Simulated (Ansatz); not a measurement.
## CdH2S2: complex band structure

A new crystal, CdH2S2: structure, gap and complex bands. It is built by putting S for O in the CdH2O2 structure of space group P1, with the volume rescaled by atomic radii. The parent structure comes from the Materials Project.

Main program and level: Ansatz 0.2.0; LDA DFT, plane waves, PAW files, in the first sound run; inputs show where later runs differ.

The structure was built from a prototype and need not be the compound's stable phase.

### 1. Set-up

The cell holds 10 atoms: 2 Cd, 4 H and 4 S. Its edges and angles: a = 3.864 Å, b = 6.417 Å, c = 6.811 Å, α = 117.5°, β = 105.8°, γ = 91.2°. It derives from CdH2O2. S for O in the CdH2O2 structure of space group P1.

### 2. Relaxing the new crystal

The substituted atoms don't fit the parent's cell, so cell and atoms relax together. A small smearing keeps the run stable in case the gap closes on the way.

File input.yaml:

```yaml
crystal:
  lattice:
    - [3.863870039, 0.0, 0.0]
    - [-0.1358053838, 6.4152822452, 0.0]
    - [-1.8505496945, -3.1801052613, 5.7318276948]
  atoms:
    - { symbol: Cd, position: [0.1715318, 0.15317279, 0.31448616] }
    - { symbol: Cd, position: [0.86394922, 0.84254108, 0.69889994] }
    - { symbol: H, position: [0.52710469, 0.72146226, 0.01288351] }
    - { symbol: H, position: [0.35882396, 0.32026176, 0.00175026] }
    - { symbol: H, position: [0.88324759, 0.37538458, 0.72971879] }
    - { symbol: H, position: [0.16204356, 0.65266803, 0.28255553] }
    - { symbol: S, position: [0.5285863, 0.88884114, 0.00802117] }
    - { symbol: S, position: [0.07731351, 0.31117879, 0.00394816] }
    - { symbol: S, position: [0.80081432, 0.39603256, 0.57127453] }
    - { symbol: S, position: [0.23739505, 0.83033701, 0.44070695] }
kpoints:
  mp_grid: { grid: [6, 4, 4] }
scf:
  occupations: { method: gaussian, width: 0.03 }
hamiltonian:
  xc: lda
output:
  forces: true
  stress: true
relax:
  f_tol: 0.02
  max_steps: 60
  cell: {}
```

Command:

```bash
> ansatz run input.yaml --threads 2 --pin off --max-ram 4096MiB --backend cpu --events-out ev --progress --plain --runs-dir out
```

Numbers of over 12 decimals in the logs are rounded to 6 here.

Output:

```text
Engine: ansatz 0.2.0, x86_64-unknown-linux-gnu
Pseudopotentials: kind: paw
Pseudopotential: Cd, paw, valence charge 20, recommended cutoff 420 eV (normal), Cd.paw.azcp
Pseudopotential: H, paw, valence charge 1, recommended cutoff 420 eV (normal), H.paw.azcp
Pseudopotential: S, paw, valence charge 6, recommended cutoff 420 eV (normal), S.paw.azcp
Functional definition: SPW92
  exchange = slater_x
  correlation = pw_c
Crystal: 10 atoms, lattice volume = 142.079 Å³
Basis set: ecut = 420 eV, 2791 PW (Γ)
Bands: 44, of which v1, the nominal top of the filled ones, is band 34 counted from 1 (33 counted from 0)
Symmetry: 1 space group operations
Space group: P1 (ITA 1), of the structure as read, at distance tolerance 5.2e-5 Å
k-points: 52 of 96 (time reversal used)
Non-local potential: Cd, projectors of the file, l = 0: 3, l = 1: 2, l = 2: 2, l = 3: 1
Non-local potential: H, projectors of the file, l = 0: 2, l = 1: 1
Non-local potential: S, projectors of the file, l = 0: 2, l = 1: 2, l = 2: 2
PAW form: soft (Blöchl's): semilocal exchange-correlation on the pseudo side does not see the compensation charge
PAW frozen core: Cd, regenerated for the run's functional, and the local potential with it (the file was generated under x = pbe(κ = 0.804, μ = 0.219515), c = pbe(β = 0.066725))
PAW frozen core: S, regenerated for the run's functional, and the local potential with it (the file was generated under x = pbe(κ = 0.804, μ = 0.219515), c = pbe(β = 0.066725))
PAW one-centre angular grid: Cd, 590 points (default); XC on 64 Gauss nodes
PAW one-centre angular grid: H, 110 points (default); XC on 64 Gauss nodes
PAW one-centre angular grid: S, 110 points (default); XC on 64 Gauss nodes
Initial density: superposition of atomic densities (neutral atoms: chi_scale 0, normalization atom), corrected by the library's trained network
Initial wavefunctions: pseudopotential atomic-orbital guess
Functional: x = slater, c = lda
SCF iter   1: F=—  HF=-19773.493453 eV  |F-HF|=—  |Δ(HF+E_count)|=         —  Δρ=9.58e-3  dr2=1.21e-1  ethr=1.77e-3  ⟨swp⟩=7.1  Hψ=10515  notcnv=0  defer=21
preconditioner: auto → Resta (q_TF=auto, 2.413 Å⁻¹)  ε∞=4.3  [insulator: Δε(μ)=2.083 eV  Ē_g=12.284 eV  σ=0.030 eV  W_gap=1.00  n_scr=38 (ndim 8)  ℏωp=22.5 eV  f_vac=0.048  D(μ)=0.00/eV (n_scr^D=0)  ε∞_Penn≈4.3]
SCF iter   2: F=—  HF=-19773.456916 eV  |F-HF|=—  |Δ(HF+E_count)|=   3.65e-2  Δρ=3.95e-3  dr2=2.13e-2  ethr=1.78e-4  ⟨swp⟩=3.0  Hψ=4293  notcnv=0  defer=217
SCF iter   3: F=—  HF=-19773.449804 eV  |F-HF|=—  |Δ(HF+E_count)|=   7.11e-3  Δρ=1.09e-3  dr2=1.67e-3  ethr=3.13e-5  ⟨swp⟩=2.0  Hψ=2966  notcnv=0  defer=217
SCF iter   4: F=—  HF=-19773.449373 eV  |F-HF|=—  |Δ(HF+E_count)|=   4.31e-4  Δρ=3.03e-4  dr2=1.51e-4  ethr=2.46e-6  ⟨swp⟩=2.9  Hψ=3878  notcnv=0  defer=217
SCF iter   5: F=—  HF=-19773.449368 eV  |F-HF|=—  |Δ(HF+E_count)|=   4.79e-6  Δρ=8.66e-5  dr2=1.18e-5  ethr=2.22e-7  ⟨swp⟩=3.0  Hψ=3768  notcnv=0  defer=217
SCF iter   6: F=—  HF=-19773.449367 eV  |F-HF|=—  |Δ(HF+E_count)|=   1.30e-6  Δρ=1.66e-5  dr2=5.18e-7  ethr=1.73e-8  ⟨swp⟩=2.0  Hψ=3323  notcnv=0  defer=217
SCF iter   7: F=-19773.449367 eV  HF=-19773.449367 eV  |F-HF|=3.39e-9  |Δ(HF+E_count)|=   7.18e-8  Δρ=4.56e-6  dr2=3.04e-8  ethr=1.47e-10  ⟨swp⟩=5.0  Hψ=7783  notcnv=0
SCF 1 converged in 7 iterations: F = -19773.449367 eV  dr2 = 3.04e-8
  greatest PAW one-centre occupation: 1.000 electrons in one spin orbital (limit 2), on the Cd atom at site 0 (counted from 0), in its partial waves of l = 0
relax step   1: F+E_penalty+E_count = -19773.44936720 eV  Δ(F+E_penalty+E_count) = +0.000e0 eV  max|allowed force component| = 1.353e1 eV/Å  Δτ_max = 0.0000 Å  P = +25.878 GPa  Ω = 142.079 Å³  (7 SCF iters, dr2 threshold 1.00e-7 eV, accepted)
Crystal: 10 atoms, lattice volume = 157.120 Å³
Basis set: ecut = 420 eV, 3053 PW (Γ)
Initial density: handed on by an earlier stage of this run
Initial wavefunctions: those handed on with the density
iter 1 solved again at ethr=1.31e-3 eV; its pass at ethr=3.10e-3 eV (dr2=8.89e-1 eV) is discarded
SCF iter   1: F=—  HF=-19778.578490 eV  |F-HF|=—  |Δ(HF+E_count)|=         —  Δρ=2.99e-2  dr2=8.88e-1  ethr=1.31e-3  ⟨swp⟩=1.6  Hψ=12474  notcnv=0
preconditioner: auto → Resta (q_TF=auto, 2.373 Å⁻¹)  ε∞=4.3  [insulator: Δε(μ)=1.721 eV  Ē_g=11.820 eV  σ=0.030 eV  W_gap=1.00  n_scr=38 (ndim 8)  ℏωp=21.4 eV  f_vac=0.084  D(μ)=0.00/eV (n_scr^D=0)  ε∞_Penn≈4.3]
SCF iter   2: F=—  HF=-19778.336534 eV  |F-HF|=—  |Δ(HF+E_count)|=   2.42e-1  Δρ=1.42e-2  dr2=1.84e-1  ethr=1.31e-3  ⟨swp⟩=2.0  Hψ=3397  notcnv=0
SCF iter   3: F=—  HF=-19778.278645 eV  |F-HF|=—  |Δ(HF+E_count)|=   5.79e-2  Δρ=1.68e-3  dr2=4.77e-3  ethr=2.71e-4  ⟨swp⟩=2.7  Hψ=4542  notcnv=0  defer=39
SCF iter   4: F=—  HF=-19778.278193 eV  |F-HF|=—  |Δ(HF+E_count)|=   4.52e-4  Δρ=4.42e-4  dr2=5.33e-4  ethr=7.02e-6  ⟨swp⟩=2.3  Hψ=3590  notcnv=0  defer=39
SCF iter   5: F=—  HF=-19778.278198 eV  |F-HF|=—  |Δ(HF+E_count)|=   5.67e-6  Δρ=2.05e-4  dr2=7.38e-5  ethr=7.84e-7  ⟨swp⟩=2.0  Hψ=3296  notcnv=0  defer=39
SCF iter   6: F=—  HF=-19778.278197 eV  |F-HF|=—  |Δ(HF+E_count)|=   1.20e-6  Δρ=6.79e-5  dr2=6.64e-6  ethr=1.09e-7  ⟨swp⟩=2.0  Hψ=3759  notcnv=0  defer=39
SCF iter   7: F=-19778.278196 eV  HF=-19778.278196 eV  |F-HF|=3.51e-8  |Δ(HF+E_count)|=   5.02e-7  Δρ=1.83e-5  dr2=6.71e-7  ethr=1.47e-9  ⟨swp⟩=5.0  Hψ=7989  notcnv=0
SCF 2 converged in 7 iterations: F = -19778.278196 eV  dr2 = 6.71e-7
relax step   2: F+E_penalty+E_count = -19778.27819643 eV  Δ(F+E_penalty+E_count) = -4.829e0 eV  max|allowed force component| = 4.580e0 eV/Å  Δτ_max = 0.1945 Å  P = +7.557 GPa  Ω = 157.120 Å³  energy of the carried Pulay correction = -9.516e-3 eV  (7 SCF iters, dr2 threshold 1.00e-6 eV, accepted)
Crystal: 10 atoms, lattice volume = 161.661 Å³
Basis set: ecut = 420 eV, 3137 PW (Γ)
iter 1 solved again at ethr=3.56e-4 eV; its pass at ethr=3.10e-3 eV (dr2=2.42e-1 eV) is discarded
SCF iter   1: F=—  HF=-19779.305325 eV  |F-HF|=—  |Δ(HF+E_count)|=         —  Δρ=1.61e-2  dr2=2.49e-1  ethr=3.56e-4  ⟨swp⟩=2.2  Hψ=11003  notcnv=0  defer=1
preconditioner: auto → Resta (q_TF=auto, 2.362 Å⁻¹)  ε∞=4.3  [insulator: Δε(μ)=1.683 eV  Ē_g=11.552 eV  σ=0.030 eV  W_gap=1.00  n_scr=38 (ndim 8)  ℏωp=21.1 eV  f_vac=0.054  D(μ)=0.00/eV (n_scr^D=0)  ε∞_Penn≈4.3]
SCF iter   2: F=—  HF=-19779.245876 eV  |F-HF|=—  |Δ(HF+E_count)|=   5.94e-2  Δρ=8.03e-3  dr2=5.50e-2  ethr=3.56e-4  ⟨swp⟩=2.1  Hψ=3513  notcnv=0  defer=3
SCF iter   3: F=—  HF=-19779.231866 eV  |F-HF|=—  |Δ(HF+E_count)|=   1.40e-2  Δρ=8.68e-4  dr2=9.49e-4  ethr=8.09e-5  ⟨swp⟩=2.1  Hψ=4060  notcnv=0  defer=5
[...]
SCF 3 converged in 7 iterations: F = -19779.231847 eV  dr2 = 1.15e-7
relax step   3: F+E_penalty+E_count = -19779.23184698 eV  Δ(F+E_penalty+E_count) = -9.537e-1 eV  max|allowed force component| = 1.139e0 eV/Å  Δτ_max = 0.1955 Å  P = +1.056 GPa  Ω = 161.661 Å³  energy of the carried Pulay correction = -1.221e-2 eV  (7 SCF iters, dr2 threshold 1.00e-6 eV, accepted)
[... from here on, the SCF cycles and remarks between the steps are left out ...]
relax step   4: F+E_penalty+E_count = -19779.36117265 eV  Δ(F+E_penalty+E_count) = -1.293e-1 eV  max|allowed force component| = 1.103e0 eV/Å  Δτ_max = 0.2000 Å  P = +0.398 GPa  Ω = 153.528 Å³  energy of the carried Pulay correction = -7.331e-3 eV  (7 SCF iters, dr2 threshold 1.00e-6 eV, accepted)
relax step   5: F+E_penalty+E_count = -19779.38676359 eV  Δ(F+E_penalty+E_count) = -2.559e-2 eV  max|allowed force component| = 6.628e-1 eV/Å  Δτ_max = 0.1520 Å  P = -0.288 GPa  Ω = 156.857 Å³  energy of the carried Pulay correction = -9.358e-3 eV  (6 SCF iters, dr2 threshold 1.00e-6 eV, accepted)
relax step   6: F+E_penalty+E_count = -19779.33214929 eV  Δ(F+E_penalty+E_count) = +5.461e-2 eV  max|allowed force component| = 3.629e-1 eV/Å  Δτ_max = 0.1209 Å  P = +0.328 GPa  Ω = 155.517 Å³  energy of the carried Pulay correction = -8.548e-3 eV  (7 SCF iters, dr2 threshold 1.00e-6 eV, rejected (line search))
relax step   7: F+E_penalty+E_count = -19779.41032538 eV  Δ(F+E_penalty+E_count) = -2.356e-2 eV  max|allowed force component| = 2.329e-1 eV/Å  Δτ_max = 0.0587 Å  P = +0.022 GPa  Ω = 156.467 Å³  energy of the carried Pulay correction = -9.123e-3 eV  (10 SCF iters, accepted)
relax step   8: F+E_penalty+E_count = -19779.41415276 eV  Δ(F+E_penalty+E_count) = -3.827e-3 eV  max|allowed force component| = 8.537e-2 eV/Å  Δτ_max = 0.0587 Å  P = -0.107 GPa  Ω = 157.086 Å³  energy of the carried Pulay correction = -9.496e-3 eV  (5 SCF iters, dr2 threshold 1.00e-6 eV, accepted)
relax step   9: F+E_penalty+E_count = -19779.41656267 eV  Δ(F+E_penalty+E_count) = -2.410e-3 eV  max|allowed force component| = 2.465e-2 eV/Å  Δτ_max = 0.0254 Å  P = +0.014 GPa  Ω = 156.491 Å³  energy of the carried Pulay correction = -9.138e-3 eV  (5 SCF iters, dr2 threshold 4.56e-7 eV, accepted)
relax step  10: F+E_penalty+E_count = -19779.41593470 eV  Δ(F+E_penalty+E_count) = +6.280e-4 eV  max|allowed force component| = 4.917e-2 eV/Å  Δτ_max = 0.0280 Å  P = -0.151 GPa  Ω = 156.853 Å³  energy of the carried Pulay correction = -9.356e-3 eV  (6 SCF iters, dr2 threshold 3.80e-8 eV, rejected (line search))
relax step  11: F+E_penalty+E_count = -19779.41694503 eV  Δ(F+E_penalty+E_count) = -3.824e-4 eV  max|allowed force component| = 6.998e-3 eV/Å  Δτ_max = 0.0140 Å  P = +0.012 GPa  Ω = 156.446 Å³  energy of the carried Pulay correction = -9.111e-3 eV  (8 SCF iters, accepted)
Initial wavefunctions: pseudopotential atomic-orbital guess (no wavefunctions were taken with the density)
iter 1 solved again at ethr=2.78e-7 eV; its pass at ethr=3.10e-3 eV (dr2=1.89e-4 eV) is discarded
SCF iter   1: F=—  HF=-19779.424151 eV  |F-HF|=—  |Δ(HF+E_count)|=         —  Δρ=2.83e-4  dr2=9.41e-6  ethr=2.78e-7  ⟨swp⟩=3.1  Hψ=16268  notcnv=0
preconditioner: auto → Resta (q_TF=auto, 2.375 Å⁻¹)  ε∞=4.4  [insulator: Δε(μ)=1.828 eV  Ē_g=11.546 eV  σ=0.030 eV  W_gap=1.00  n_scr=38 (ndim 8)  ℏωp=21.4 eV  f_vac=0.037  D(μ)=0.00/eV (n_scr^D=0)  ε∞_Penn≈4.4]
SCF iter   2: F=—  HF=-19779.424199 eV  |F-HF|=—  |Δ(HF+E_count)|=   4.74e-5  Δρ=1.44e-4  dr2=2.38e-6  ethr=1.38e-8  ⟨swp⟩=1.2  Hψ=2354  notcnv=0
SCF iter   3: F=—  HF=-19779.424219 eV  |F-HF|=—  |Δ(HF+E_count)|=   2.01e-5  Δρ=1.16e-5  dr2=4.33e-8  ethr=3.49e-9  ⟨swp⟩=1.5  Hψ=2331  notcnv=0
SCF iter   4: F=—  HF=-19779.424219 eV  |F-HF|=—  |Δ(HF+E_count)|=   4.58e-8  Δρ=1.17e-6  dr2=6.01e-10  ethr=6.37e-11  ⟨swp⟩=2.2  Hψ=3940  notcnv=0
SCF iter   5: F=-19779.424219 eV  HF=-19779.424219 eV  |F-HF|=4.37e-11  |Δ(HF+E_count)|=  8.59e-10  Δρ=2.42e-7  dr2=3.91e-11  ethr=1.00e-12  ⟨swp⟩=5.0  Hψ=7651  notcnv=0
SCF 12 converged in 5 iterations: F = -19779.424219 eV  dr2 = 3.91e-11
relax step  12: F+E_penalty+E_count = -19779.42421884 eV  Δ(F+E_penalty+E_count) = -7.274e-3 eV  max|allowed force component| = 9.387e-3 eV/Å  Δτ_max = 0.0000 Å  P = +0.005 GPa  Ω = 156.446 Å³  stress off target by 3.76e-2 GPa  SCF on the basis re-selected at this cell (its energy is not comparable with the rows above)  (5 SCF iters)
basis re-selected at this cell: Δ(F+E_penalty+E_count) = -7.274e-3 eV, ΔP = -0.007 GPa vs the last step (what re-selecting the basis moved, of the pressure what is left beyond the Pulay correction that the steps carried, after the strain that the cell walked since its last selection, with what the two solves' SCF thresholds leave and, on support functions, any second-order correction that the steps lacked; it is no measure of the basis error at this ecutwfc). The dense FFT grid was sized anew with the basis: this SCF ran on 27×45×50 points, the steps before it on 27×45×48, so part of this shift can come from that change (see relax.cell in the input reference). [rest of the remark cut]
SCF converged after 5 iterations
Free energy (F): -19779.424219 eV
Harris-Foulkes:  -19779.424219 eV  (|F-HF|=4.37e-11)
Internal energy: -19779.424219 eV  (E = F + TS)
E sigma→0 (E₀):  -19779.424219 eV
Fermi energy:    6.427788 eV
--- Per-component energies (eV) ---
  E_band       = -1092.252105
  E_kinetic    = 1491.314192
  E_local      = -9458.443569  (includes V_loc(G=0)·N_el)
  E_nonlocal   = 207.794748
  E_hartree    = 4307.183378
  E_xc         = -769.954478
  E_vxc        = -837.935035  (∫ρ·V_xc dr)
  E_paw        = -10173.469727  (= ΣΔE_a)
  E_vpaw       = -1109.344912  (= ΣTr[D̂ρ^β])
  E_aug_tail   = -0.004376  (compensation charges beyond the density's cutoff)
  E_ewald      = -5385.990314
  E_core_change = 2.145928  (= ΣΔE_core)
  E_smearing   = -0.000000  (= −TS)
  E_closure    = -0.000000  (closes the sum)
  Σ components = -19779.424219   (vs F -19779.424219, Δ=0.00e0)
--- Forces (eV/Å), atoms counted from 1 ---
  atom   1  Cd     0.00259406     0.00180397    -0.00036005
  atom   2  Cd     0.00234178     0.00185580     0.00046791
  atom   3  H     -0.00268750     0.00066304    -0.00005321
  atom   4  H     -0.00938652     0.00172787    -0.00024807
  atom   5  H     -0.00078431     0.00145358    -0.00470133
  atom   6  H     -0.00069618     0.00178565     0.00526223
  atom   7  S      0.00097398    -0.00595388     0.00007712
  atom   8  S      0.00441037     0.00491566     0.00027732
  atom   9  S      0.00169828    -0.00360176     0.00280323
  atom  10  S      0.00154319    -0.00464899    -0.00352410
  max |Σ_I F_I| component: 7.16e-6 eV/Å
--- Stress (GPa, compression-positive) ---
       -0.021220       0.019372      -0.002269
        0.019372      -0.001995      -0.003028
       -0.002269      -0.003028       0.037066
  P = ⅓ Tr σ = 0.0046 GPa (0.046 kbar)
--- Relaxed structure (11 steps of the walk, 9 accepted, 1 SCFs on fresh bases) ---
  F+E_penalty+E_count = -19779.42421884 eV   max|allowed force component| = 9.387e-3 eV/Å   (the final SCF, on the basis selected at the relaxed cell)
  cell:  # Å, volume = 156.4461 Å³
    - [3.904812, 0.057668, -0.00436605]
    - [-0.041498, 6.585362, -0.014730]
    - [-1.924098, -3.306337, 6.092878]
  atoms:
    - { symbol: Cd, position: [0.167568, 0.140987, 0.297188] }
    - { symbol: Cd, position: [0.877046, 0.850131, 0.715674] }
    - { symbol: H, position: [0.582923, 0.662569, 0.00646391] }
    - { symbol: H, position: [0.361966, 0.344519, 0.0064561] }
    - { symbol: H, position: [0.863707, 0.364585, 0.704906] }
    - { symbol: H, position: [0.165428, 0.666199, 0.307925] }
    - { symbol: S, position: [0.533798, 0.867992, 0.00641414] }
    - { symbol: S, position: [0.019374, 0.304397, 0.00638861] }
    - { symbol: S, position: [0.779194, 0.405066, 0.526064] }
    - { symbol: S, position: [0.259806, 0.885434, 0.486765] }
```

The job ended after 2.2 min (2 threads of Intel Xeon Platinum 8488C (Sapphire Rapids), shared host; peak memory 0.58 GiB).

Step by step:

```
step  energy less that of the first step (eV)  largest force component (eV/Å)  pressure (GPa)  volume (Å³)
   1                                   0.0000                         13.5292           25.88       142.08
   2                                  -4.8288                          4.5803            7.56       157.12
   3                                  -5.7825                          1.1393            1.06       161.66
   4                                  -5.9118                          1.1028            0.40       153.53
   5                                  -5.9374                          0.6628           -0.29       156.86
   6                                  -5.8828                          0.3629            0.33       155.52
   7                                  -5.9610                          0.2329            0.02       156.47
   8                                  -5.9648                          0.0854           -0.11       157.09
   9                                  -5.9672                          0.0246            0.01       156.49
  10                                  -5.9666                          0.0492           -0.15       156.85
  11                                  -5.9676                          0.0070            0.01       156.45
 12*                                  -5.9749                          0.0094            0.00       156.45
```

Relaxation steps marked * repeat the geometry before them on a plane-wave basis chosen anew for their cell, so energy and pressure can jump there. Relaxation steps 6, 10 were tried and not accepted.

```
     cell as run  before   after   change
           a (Å)   3.864   3.905   +1.1 %
           b (Å)   6.417   6.586   +2.6 %
           c (Å)   6.811   7.194   +5.6 %
           α (°)  117.45  117.37   -0.1 %
           β (°)  105.77  105.97   +0.2 %
           γ (°)   91.21   89.51   -1.9 %
volume (Å³/atom)   14.21   15.64  +10.1 %
```

The atoms that moved most (Å, as changes of fractional coordinates times the final cell):

```
atom      dx      dy      dz  length
  H3   0.233  -0.363  -0.038   0.433
 S10  -0.003   0.212   0.280   0.351
  S9   0.002   0.208  -0.276   0.345
  S8  -0.231  -0.056   0.015   0.238
  H6  -0.036   0.005   0.154   0.159
  H5  -0.028   0.010  -0.151   0.154
  H4   0.002   0.144   0.028   0.147
  S7   0.024  -0.132  -0.010   0.134
```

Numbers from this step:

```yaml
free_energy: -19779.4242 eV
fermi_energy: 6.428 eV
pressure: 0.004617 GPa
```

The largest force component on a free atom ends at 0.0094 eV/Å.

[end of part 1 of 4]

[Logs are printed without paths, hosts, clocks, repeated set-up lines and the standing remarks that a program may print on its own settings, such as how far it seeks lower states.]

[Hosts, paths, dates, database ids (printed as entryN), source tags and the programs' standing remarks are cut or masked in the printed files.]

[New means built here by substitution; the compound itself may be known and measured.]
